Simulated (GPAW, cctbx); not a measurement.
## Ir2Pd: what bonding does to one electron reflection, worked out

Ir2Pd, I4/mmm (no. 139), a = 2.7456 Å, b = 2.7456 Å, c = 11.7105 Å, α = 90.00°, β = 90.00°, γ = 90.00°.

```
atom  mult.    x    y       z
 Ir1      4  1/2  1/2  0.1720
 Pd1      2    0    0       0
```

The start was made by putting kin elements into a known structure type; the compound need not exist, or be stable, in this form.

A DFT run (GPAW, PBE, 450 eV, 9×9×9 k-points, Fermi–Dirac width 0.1 eV) gives the static X-ray structure factor of 002 as 77.317 e for the conventional cell; superposed free atoms give 76.872 e. **Problem.** Find the Fourier component V of the crystal potential and the two-beam extinction distance at 120 kV in both cases.

## Step 1: Geometry

The cell volume is Ω = 88.28 Å³ and d(002) = 5.8552 Å, so g = 1/d = 0.1708 Å⁻¹.

## Step 2: The nuclei

Electrons feel nuclei as well as electrons, so the nuclear charges are summed with the same phases.

Phase sums Σ exp(2πi h·x), turned so that the total is real and positive: Ir +2.226, Pd -2.000. Then F_Z = 77 × (+2.226) + 46 × (-2.000) = 79.42 e. The electron term has the same sign for this reflection.

## Step 3: Mott–Bethe

Poisson's equation, term by term, gives V = (e/4πε₀)(F_Z − F)/(πΩg²), with e/4πε₀ = 14.3996 V Å.

The prefactor is 14.3996 × 5.8552²/(π × 88.28) = 1.77999 V per electron. Free atoms: (79.42 − 76.872) × 1.77999 = 4.532 V. Crystal: (79.42 − 77.317) × 1.77999 = 3.740 V. F changes by +0.58 % and V by -17.5 %: the same 0.44 e is measured against F_Z − F = 2.5 e in place of F = 76.9 e.

## Step 4: Extinction distance

In the two-beam case ξ = 1/(λU) with U = 2γm₀eV/h², that is ξ = 150.41 V Å²/(γλV).

At 120 kV, λ = 0.03349 Å and γ = 1.2348. Free atoms: ξ = 803 Å. Crystal: ξ = 972 Å. The thickness fringes go as sin²(πt/ξ), so the two patterns slip by a quarter of a period when t|1/ξ₁ − 1/ξ₀| = 1/4, at t ≈ 115 nm. Thermal motion, absorption and many-beam coupling, left out here, change a real pattern.

## Step 5: Answer

V(002) is 3.74 V against 4.53 V, and ξ is 972 against 803 Å. Limits: static atoms, two beams.

[Outputs are excerpts: Python notices, other lines and further rows are left out; steps that failed or that the build refused (PBEsol, TPSS) are not shown.]

[Logs are printed without paths, hosts, clocks, repeated set-up lines and the standing remarks that a program may print on its own settings, such as how far it seeks lower states.]
